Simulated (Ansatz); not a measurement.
# SrO (Fm-3m): converging a phonon calculation

Wanted: convergence of the phonons of SrO (Fm-3m) against cost.

Main program and level: Ansatz 0.2.0; DFT LDA, scalar-relativistic, plane waves, PAW.

The database entry behind the starting cell differs from other determinations of this structure, so it need not match the best structure at room temperature.

## Step 1: Set-up

It takes space group Fm-3m (No. 225, cubic). Conventional cell: a = 5.064 Å, b = 5.064 Å, c = 5.064 Å, α = 90.00°, β = 90.00°, γ = 90.00°. Nearest to Sr lie 6 O at 2.53 Å. O has 6 Sr at 2.53 Å nearest. Farther neighbours, and contacts between anions beyond the nearest, are not listed.

## Step 2: Tight relaxation

Phonons need a cell at rest on their own settings, so the relaxation is repeated with tight tolerances on forces and stress on the k mesh and occupations of the first response run.

The input, input.yaml:

```yaml
crystal:
  lattice:
    - [0.0, 2.5321974968, 2.5321974968]
    - [2.5321974968, 0.0, 2.5321974968]
    - [2.5321974968, 2.5321974968, 0.0]
  atoms:
    - { symbol: Sr, position: [0.5, 0.5, 0.5] }
    - { symbol: O, position: [0.0, 0.0, 0.0] }
kpoints:
  mp_grid: { grid: [8, 8, 8] }
hamiltonian:
  xc: lda
scf:
  occupations: { method: fixed }
output:
  forces: true
  stress: true
  eigenvalues: true
relax:
  adjacent_minimum: "off"
  f_tol: 0.001
  max_steps: 60
  cell: { stress_tol: 0.01 }
```

Started as:

```console
$ ansatz run input.yaml --threads 4 --pin off --max-ram 7168MiB --backend cpu --events-out ev --progress --plain --runs-dir out
```

Log:

```text
Engine: ansatz 0.2.0, aarch64-unknown-linux-gnu
Pseudopotentials: kind: paw
Pseudopotential: Sr, paw, valence charge 10, recommended cutoff 420 eV (normal), Sr.paw.azcp
Pseudopotential: O, paw, valence charge 6, recommended cutoff 420 eV (normal), O.paw.azcp
Functional definition: SPW92
  exchange = slater_x
  correlation = pw_c
Crystal: 2 atoms, lattice volume = 32.473 Å³
Basis set: ecut = 420 eV, 609 PW (Γ)
[...]
--- Relaxed structure (3 steps of the walk, 3 accepted, 1 SCFs on fresh bases) ---
  F+E_penalty+E_count = -4002.82893349 eV   max|allowed force component| = 4.832e-30 eV/Å   (the final SCF, on the basis selected at the relaxed cell)
  cell:  # Å, volume = 32.4699 Å³
    - [0, 2.532115, 2.532115]
    - [2.532115, 0, 2.532115]
    - [2.532115, 2.532115, 0]
  atoms:
    - { symbol: Sr, position: [0.5, 0.5, 0.5] }
    - { symbol: O, position: [0, 0, 0] }
[key lines of the parts left out:]
SCF converged after 5 iterations
Free energy (F): -4002.828933 eV
Fermi energy:    8.034095 eV
P = ⅓ Tr σ = -0.0001 GPa (-0.001 kbar)
```

The job ended after 3 s (4 threads of Arm Neoverse N1, shared host; peak memory 0.27 GiB; 6.9 s of CPU time).

Little changed from the start: no atom moved by 0.005 Å and no cell edge by 0.1 %.

Numbers from this step:

```yaml
pressure: -6.85e-5 GPa
gap_on_the_k_mesh: 3.123 eV
volume_per_atom: 16.23 Å³
direct_gap_on_mesh: 3.162 eV
```

The forces vanish by symmetry and the pressure is 0.000 GPa, within the tolerances set. The cell now holds 16.23 Å³/atom.

## Step 3: The dispersion

Stability and thermal properties need the whole zone. Linear response on a 4×4×4 q mesh gives force constants as far as a supercell of that size would, and the tensors from the zone-centre run are typed in so that the long-range dipole term is interpolated apart.

The input, input.yaml:

```yaml
crystal:
  lattice:
    - [0.0, 2.5321152066, 2.5321152066]
    - [2.5321152066, 0.0, 2.5321152066]
    - [2.5321152066, 2.5321152066, 0.0]
  atoms:
    - { symbol: Sr, position: [0.5, 0.5, 0.5] }
    - { symbol: O, position: [0.0, 0.0, 0.0] }
kpoints:
  mp_grid: { grid: [8, 8, 8] }
hamiltonian:
  xc: lda
scf:
  occupations: { method: fixed }
output:
  eigenvalues: true
phonons:
  method: dfpt
  qmesh: [4, 4, 4]
  temperatures: { t_max: 1000, t_step: 50 }
  qpath:
    path:
      - [[0.0, 0.0, 0.0], [0.5, 0.0, 0.5], [0.625, 0.25, 0.625]]
      - [[0.375, 0.375, 0.75], [0.0, 0.0, 0.0], [0.5, 0.5, 0.5], [0.5, 0.25, 0.75], [0.5, 0.0, 0.5]]
    npoints: 10
  non_analytic_term:
    high_frequency_dielectric_tensor: [[3.8755, 0.0, 0.0], [0.0, 3.8755, 0.0], [0.0, 0.0, 3.8755]]
    born_effective_charges:
      - { species: Sr, tensor: [[2.4728, 0.0, 0.0], [0.0, 2.4728, 0.0], [0.0, 0.0, 2.4728]] }
      - { species: O, tensor: [[-2.4728, 0.0, 0.0], [0.0, -2.4728, 0.0], [0.0, 0.0, -2.4728]] }
    source: "zone-centre run at this cell"
```

Log:

```text
[...]
Crystal: 2 atoms, lattice volume = 32.470 Å³
Basis set: ecut = 420 eV, 609 PW (Γ), exchange–correlation on 48×48×48 points (8 copies of the dense FFT grid, shifted against one another)
Bands: 12, of which v1, the nominal top of the filled ones, is band 8 counted from 1 (7 counted from 0)
Symmetry: 48 space group operations
k-points: 29 of 512
[...]
SCF iter   1: F=—  HF=-4002.849000 eV  |F-HF|=—  |Δ(HF+E_count)|=         —  Δρ=1.65e-2  dr2=8.94e-2  ethr=1.77e-3  ⟨swp⟩=5.9  Hψ=2274  notcnv=0  defer=51
[...]
SCF iter   8: F=-4002.828935 eV  HF=-4002.828935 eV  |F-HF|=3.18e-12  |Δ(HF+E_count)|=  1.52e-10  Δρ=1.13e-7  dr2=4.29e-12  ethr=1.00e-12  ⟨swp⟩=9.3  Hψ=2337  notcnv=0
SCF 1 converged in 8 iterations: F = -4002.828935 eV  dr2 = 4.29e-12
[...]
NSCF: frozen V_eff on 29 k-points
[...]
DFPT response loops at q = (0, 0, 0) (fractional): preconditioner auto → none (the input reference at scf.mixing.eps_inf says where Resta's filter doesn't serve); β = 0.50; Broyden in place of MSR1
[...]
SCF converged after 8 iterations
Free energy (F): -4002.828935 eV
[...]
Internal energy: -4002.828935 eV  (E = F + TS)
E sigma→0 (E₀):  -4002.828935 eV
Fermi energy:    8.034097 eV
[...]
--- Band table (eV; the first three rows and the last of 29) ---
  k-point 0: bands = [... 4 lower, -5.5111, 8.0341, 8.0341, 8.0341, 12.1774, 14.2989, 14.2989, 14.2989]
  k-point 1: bands = [... 4 lower, -5.1700, 7.5539, 7.8205, 7.8205, 12.9027, 14.1211, 14.6221, 14.6221]
  k-point 2: bands = [... 4 lower, -4.6758, 6.6783, 7.3631, 7.3631, 14.0672, 14.4653, 15.5064, 15.5064]
  k-point 28: bands = [... 4 lower, -4.8859, 6.8329, 7.6677, 7.6677, 14.0805, 14.0805, 17.0523, 19.6526]
--- Phonons (Γ-DFPT): 2 representative perturbations + reference (Σ response iterations 6) ---
  ASR residual: 9.142e-5 → 0.000e0 eV/Å²; symmetrization residual: 1.660e-6 eV/Å²
  ASR residual per site (eV/Å²): 9.14e-5 8.87e-5
  Γ frequencies (cm⁻¹): 0.00 0.00 0.00 215.58 215.58 215.58
--- Phonons (arbitrary-q DFPT): 8 irreducible q on the 4×4×4 mesh ---
  q = [0.0000, 0.0000, 0.0000] (star 1, of the zone-centre solve; hermiticity 1.44e-6, symmetrization 2.23e-14): -0.00 -0.00 0.00 215.58 215.58 215.58
  q = [0.0000, 0.0000, 0.2500] (star 8, 2 solved perturbations on 288 of 512 k-point pairs; hermiticity 2.62e-7, symmetrization 5.68e-9): 84.50 84.50 155.94 253.45 253.45 458.60
[...]
q = [0.0000, 0.2500, 0.2500] (star 6, 4 solved perturbations in 528 linear systems a pass and spin channel, the states on 164 of 512 k-point pairs; hermiticity 3.16e-7, symmetrization 1.09e-8): 91.39 91.39 162.97 237.31 237.31 416.43
[...]
sum rule: each row above includes the acoustic sum rule's correction from the zone centre's row sums; it moved no ω² by more than (1.23 cm⁻¹)²
  mesh force constants: q→R imaginary residual 1.43e-18; ASR residual 9.142e-5 → 0.000e0 eV/Å²; symmetrization residual 4.441e-15 eV/Å²
  interpolated dispersion: 63 rows × 6 modes
  density of states and harmonic sums: on the 24×24×24 q-mesh, interpolated from the force constants of a 4×4×4 supercell (with the dipole–dipole term of supplied tensors)
  largest difference from the sums on the solved wave vectors: F 1.02e-2 eV, S 1.42e-5 and C_V 3.98e-6 eV/K
  zero-point energy: 0.084220 eV/cell   skipped modes (ω ≤ 0): 3   left out of the sums: 3.62e-5 of the cell's modes: C_V's classical limit lies that fraction below 3 k_B per atom; for a crystal, a wire or a layer, F and S can be off by more, and a phonons.interpolated_qmesh denser along its periods is the remedy for the sampling
```

It took 60 s on 4 threads; peak memory 0.72 GiB.

In the SCF lines HF is the Harris–Foulkes energy and dr2 the Hartree energy of the density residual, in eV; the loop may stop once dr2 is under the threshold and the program's other checks hold. Hψ counts applications of the Hamiltonian.

This step gave:

* sum-rule residual before enforcement: 9.14e-5 eV/Å²
* lowest frequency on the path: 0 cm⁻¹
* point group: m-3m
* highest frequency on path, mesh or solved points: 472.5 cm⁻¹
* mean frequency: 226.4 cm⁻¹
* Debye temperature (second moment): 460 K
* logarithmic mean frequency: 203.7 cm⁻¹
* highest optical mode at the zone centre (no LO-TO term): 215.6 cm⁻¹
* lowest optical zone-centre mode: 215.6 cm⁻¹
* lowest mode on the q mesh (acoustic modes at Γ apart): 84.5 cm⁻¹
* zero-point energy per atom: 42.11 meV
* heat capacity at 300 K: 22.33 J/(mol atoms K)
* vibrational entropy at 300 K: 26.91 J/(mol atoms K)

Frequencies (cm⁻¹) solved at each irreducible wavevector; negative means imaginary. Frequencies by wavevector, by row:

```csv
q in reciprocal lattice units,star,mode 1,mode 2,mode 3,mode 4,mode 5,mode 6
0 0 0,1,0,0,0,215.6,215.6,215.6
0 0 0.25,8,84.5,84.5,155.9,253.4,253.4,458.6
0 0 -0.5,4,110.8,110.8,234.8,285.8,285.8,436.6
0 0.25 0.25,6,91.4,91.4,163,237.3,237.3,416.4
0 0.25 -0.5,24,120.6,144.5,200.6,264.7,285.1,375.4
0 0.25 -0.25,12,110.5,140.3,194.6,267.3,280.5,413.4
0 -0.5 -0.5,3,126.1,126.1,197.8,242.4,242.4,310.7
0.25 -0.5 -0.25,6,151.5,171.3,171.3,283.4,283.4,326.6
```

Interpolated from a 4×4×4 q mesh, with the LO-TO term (at Γ the limit along the path). Phonon branches along the path, in cm⁻¹:

```csv
point,branch 1,branch 2,branch 3,branch 4,branch 5,branch 6
Γ,0,0,0,216,216,472
halfway,91,91,163,237,237,416
X,126,126,198,242,242,311
halfway,127,142,194,248,273,308
U,127,173,184,263,298,332
jump to K,127,173,184,263,298,332
halfway,96,110,170,254,266,439
Γ,0,0,0,216,216,472
halfway,84,84,156,253,253,459
L,111,111,235,286,286,437
halfway,122,144,211,280,284,394
W,152,171,171,283,283,327
halfway,140,143,191,258,288,304
X,126,126,198,242,242,311
```

The phonon branches as a text plot (rows in cm⁻¹):

```
    463 |****                     ************
    443 |    **                 **            *****
    423 |      *               *                   **
    404 |                    **                      *
    384 |       *           *                         **
    364 |        *         *                            *
    345 |         **
    325 |           *    **                              ***
    305 |            ******                                 *****
    285 |                  *****               *************
    266 |              * *** ****            **             ***
    246 |      **********       ****       **                 ***
    226 | *****                   ****  ***    *******
    207 |*          ***               **      *       **        *
    187 |       ****   *********             *          *   ****
    167 |      *         ****   *                       ****
    148 |    **        **    **  *          *         ** *****
    128 |         ***********  *           *        *****     ***
    108 |   *   **           **** **      *   *******
     89 |      *                **  *       **
     69 |  ****                   **     * *
     49 | **                        **   **
     30 | *                          *  *
     10 |*                            **
         Γ           X  U|K            Γ         L        W     X
```

Symmetry leaves 8 wavevectors to solve. The lowest mode among them, the acoustic zeros apart, lies at q = (0, 0, 0.25) and is real, 84.5 cm⁻¹.

## Step 4: Another q mesh, q mesh 2×2×2

The q mesh is changed to 2×2×2, to see how far the force constants must reach.

Edit input.yaml of step 3 so:

```diff
@@ -18,3 +18,3 @@
   method: dfpt
-  qmesh: [4, 4, 4]
+  qmesh: [2, 2, 2]
   temperatures: { t_max: 1000, t_step: 50 }
```

Log:

```text
[...]
Crystal: 2 atoms, lattice volume = 32.470 Å³
Basis set: ecut = 420 eV, 609 PW (Γ), exchange–correlation on 48×48×48 points (8 copies of the dense FFT grid, shifted against one another)
Bands: 12, of which v1, the nominal top of the filled ones, is band 8 counted from 1 (7 counted from 0)
Symmetry: 48 space group operations
k-points: 29 of 512
[...]
SCF iter   1: F=—  HF=-4002.849000 eV  |F-HF|=—  |Δ(HF+E_count)|=         —  Δρ=1.65e-2  dr2=8.94e-2  ethr=1.77e-3  ⟨swp⟩=5.9  Hψ=2274  notcnv=0  defer=51
[...]
SCF iter   8: F=-4002.828935 eV  HF=-4002.828935 eV  |F-HF|=3.18e-12  |Δ(HF+E_count)|=  1.52e-10  Δρ=1.13e-7  dr2=4.29e-12  ethr=1.00e-12  ⟨swp⟩=9.3  Hψ=2337  notcnv=0
SCF 1 converged in 8 iterations: F = -4002.828935 eV  dr2 = 4.29e-12
[...]
SCF converged after 8 iterations
Free energy (F): -4002.828935 eV
[...]
Internal energy: -4002.828935 eV  (E = F + TS)
E sigma→0 (E₀):  -4002.828935 eV
Fermi energy:    8.034097 eV
[...]
--- Band table (eV; the first three rows and the last of 29) ---
  k-point 0: bands = [... 4 lower, -5.5111, 8.0341, 8.0341, 8.0341, 12.1774, 14.2989, 14.2989, 14.2989]
  k-point 1: bands = [... 4 lower, -5.1700, 7.5539, 7.8205, 7.8205, 12.9027, 14.1211, 14.6221, 14.6221]
  k-point 2: bands = [... 4 lower, -4.6758, 6.6783, 7.3631, 7.3631, 14.0672, 14.4653, 15.5064, 15.5064]
  k-point 28: bands = [... 4 lower, -4.8859, 6.8329, 7.6677, 7.6677, 14.0805, 14.0805, 17.0523, 19.6526]
[...]
ASR residual: 9.142e-5 → 0.000e0 eV/Å²; symmetrization residual: 1.660e-6 eV/Å²
  ASR residual per site (eV/Å²): 9.14e-5 8.87e-5
  Γ frequencies (cm⁻¹): 0.00 0.00 0.00 215.58 215.58 215.58
--- Phonons (arbitrary-q DFPT): 3 irreducible q on the 2×2×2 mesh ---
[...]
interpolated dispersion: 63 rows × 6 modes
[...]
```

The job ended after 13 s (4 threads; peak memory 0.47 GiB).

This step gave:

```
mean frequency                                        : 225.7 cm⁻¹
Debye temperature (second moment)                     : 457 K
logarithmic mean frequency                            : 203.8 cm⁻¹
lowest mode on the q mesh (acoustic modes at Γ apart) : 110.8 cm⁻¹
zero-point energy per atom                            : 41.98 meV
heat capacity at 300 K                                : 22.35 J/(mol atoms K)
vibrational entropy at 300 K                          : 26.88 J/(mol atoms K)
```

Frequencies (cm⁻¹) solved at each irreducible wavevector; negative means imaginary. Frequencies by wavevector, by row:

```csv
q in reciprocal lattice units,star,mode 1,mode 2,mode 3,mode 4,mode 5,mode 6
0 0 0,1,0,0,0,215.6,215.6,215.6
0 0 -0.5,4,110.8,110.8,234.8,285.8,285.8,436.6
0 -0.5 -0.5,3,126.1,126.1,197.8,242.4,242.4,310.7
```

Interpolated from a 2×2×2 q mesh, rough between the solved points, with the LO-TO term (at Γ the limit along the path). The phonon branches at the labelled points (cm⁻¹):

```csv
point,branch 1,branch 2,branch 3,branch 4,branch 5,branch 6
Γ,0,0,0,216,216,472
halfway,101,101,155,256,256,415
X,126,126,198,242,242,311
halfway,125,142,195,246,261,310
U,122,171,186,254,306,310
jump to K,122,171,186,254,306,310
halfway,93,118,169,249,278,435
Γ,0,0,0,216,216,472
halfway,86,86,159,250,250,457
L,111,111,235,286,286,437
halfway,119,144,210,271,293,380
W,145,172,172,278,295,295
halfway,137,143,192,261,263,309
X,126,126,198,242,242,311
```

The phonon branches as a text plot (rows in cm⁻¹):

```
    463 |***                      ***********
    443 |   ***                 **           ******
    423 |      *               *                   **
    404 |                                            *
    384 |       *            **                       *
    364 |        *          *                          *
    345 |         **       *                            *
    325 |           *
    305 |            **********                          * ******
    285 |               *      **              **************
    266 |      **      *   ***** *           **      *****  ***
    246 |   ***  **********     ****       **                 ***
    226 | **                      ****  ***    *******
    207 |*           **               **      *       **       **
    187 |        ****  *********             *          *  ****
    167 |       *        ****   *           *           ****
    148 |      *       **    **  *                    ** *****
    128 |    **   **********   **          *        *****     ***
    108 |   *  ***          **** ***      *   ********
     89 |    **                 **  *       **
     69 |  **                     **     ***
     49 |  *                        **   *
     30 | *                          *  *
     10 |*                            **
         Γ           X  U|K            Γ         L        W     X
```

The mean frequency is 225.7 cm⁻¹, -0.7 cm⁻¹ against the base run.

The highest branch reaches 472 cm⁻¹ on this path, at Γ. No branch goes imaginary on this path.

## Step 5: Another q mesh, k-mesh 9×9×9, q mesh 3×3×3

The q mesh is changed to 3×3×3, to see how far the force constants must reach; the k mesh is 9×9×9, against 8×8×8 in the base run, so that the q mesh divides it.

Edit input.yaml of step 4 so:

```diff
@@ -9,3 +9,3 @@
 kpoints:
-  mp_grid: { grid: [8, 8, 8] }
+  mp_grid: { grid: [9, 9, 9] }
 hamiltonian:
@@ -18,3 +18,3 @@
   method: dfpt
-  qmesh: [2, 2, 2]
+  qmesh: [3, 3, 3]
   temperatures: { t_max: 1000, t_step: 50 }
```

Log:

```text
[...]
Crystal: 2 atoms, lattice volume = 32.470 Å³
Basis set: ecut = 420 eV, 609 PW (Γ), exchange–correlation on 48×48×48 points (8 copies of the dense FFT grid, shifted against one another)
Bands: 12, of which v1, the nominal top of the filled ones, is band 8 counted from 1 (7 counted from 0)
Symmetry: 48 space group operations
k-points: 35 of 729
[...]
k-point 34: bands = [... 4 lower, -4.8857, 6.8229, 7.5496, 7.6772, 13.6045, 14.6878, 17.1003, 19.3321]
[...]
ASR residual: 7.505e-5 → 0.000e0 eV/Å²; symmetrization residual: 1.405e-6 eV/Å²
  ASR residual per site (eV/Å²): 5.44e-5 7.51e-5
  Γ frequencies (cm⁻¹): 0.00 0.00 0.00 215.62 215.62 215.62
--- Phonons (arbitrary-q DFPT): 4 irreducible q on the 3×3×3 mesh ---
[...]
interpolated dispersion: 63 rows × 6 modes
[...]
[key lines of the parts left out:]
SCF converged after 8 iterations
Free energy (F): -4002.829075 eV
Fermi energy:    8.034101 eV
```

The job ended after 36 s (4 threads; peak memory 0.62 GiB; 2.3 min of CPU time).

Frequencies (cm⁻¹) solved at each irreducible wavevector; negative means imaginary. Frequencies by wavevector, by row:

```csv
q in reciprocal lattice units,star,mode 1,mode 2,mode 3,mode 4,mode 5,mode 6
0 0 0,1,0,0,0,215.6,215.6,215.6
0 0 0.3333,8,99.4,99.4,196.4,270.3,270.3,449.1
0 0.3333 0.3333,6,110.3,110.3,185.7,241.7,241.7,374.3
0 0.3333 -0.3333,12,123.5,172.8,188.6,273.8,288.5,363.8
```

The mean frequency is 226.2 cm⁻¹, -0.2 cm⁻¹ against the base run, whose k mesh differs too.

## Step 6: Another q mesh, k-mesh 12×12×12, q mesh 6×6×6

The q mesh is changed to 6×6×6, to see how far the force constants must reach; the k mesh is 12×12×12, against 8×8×8 in the base run, so that the q mesh divides it.

Edit input.yaml of step 5 so:

```diff
@@ -9,3 +9,3 @@
 kpoints:
-  mp_grid: { grid: [9, 9, 9] }
+  mp_grid: { grid: [12, 12, 12] }
 hamiltonian:
@@ -18,3 +18,3 @@
   method: dfpt
-  qmesh: [3, 3, 3]
+  qmesh: [6, 6, 6]
   temperatures: { t_max: 1000, t_step: 50 }
```

Log:

```text
[...]
Crystal: 2 atoms, lattice volume = 32.470 Å³
Basis set: ecut = 420 eV, 609 PW (Γ), exchange–correlation on 48×48×48 points (8 copies of the dense FFT grid, shifted against one another)
Bands: 12, of which v1, the nominal top of the filled ones, is band 8 counted from 1 (7 counted from 0)
Symmetry: 48 space group operations
k-points: 72 of 1728
[...]
k-point 71: bands = [... 4 lower, -4.8859, 6.8329, 7.6677, 7.6677, 14.0805, 14.0805, 17.0523, 19.6526]
[...]
ASR residual: 3.984e-5 → 0.000e0 eV/Å²; symmetrization residual: 1.897e-6 eV/Å²
  ASR residual per site (eV/Å²): 2.34e-5 3.98e-5
  Γ frequencies (cm⁻¹): 0.00 0.00 0.00 215.61 215.61 215.61
--- Phonons (arbitrary-q DFPT): 16 irreducible q on the 6×6×6 mesh ---
[...]
interpolated dispersion: 63 rows × 6 modes
[...]
[key lines of the parts left out:]
SCF converged after 8 iterations
Free energy (F): -4002.828983 eV
Fermi energy:    8.034075 eV
```

It took 9.5 min on 4 threads; peak memory 1.6 GiB.

The mean frequency is 226.4 cm⁻¹, +0.0 cm⁻¹ against the base run, whose k mesh differs too.

(Continued in part 2 of 3.)

[Long decimals in the printed logs are rounded to 6 places.]

[Logs are printed without paths, hosts, clocks, repeated set-up lines and the standing remarks that a program may print on its own settings, such as how far it seeks lower states.]

[Hosts, paths, dates, database ids (printed as entryN), source tags and the programs' standing remarks are cut or masked in the printed files.]

[Where the starting crystal was built by hand or by swapping elements, it need not be the compound's stable phase.]
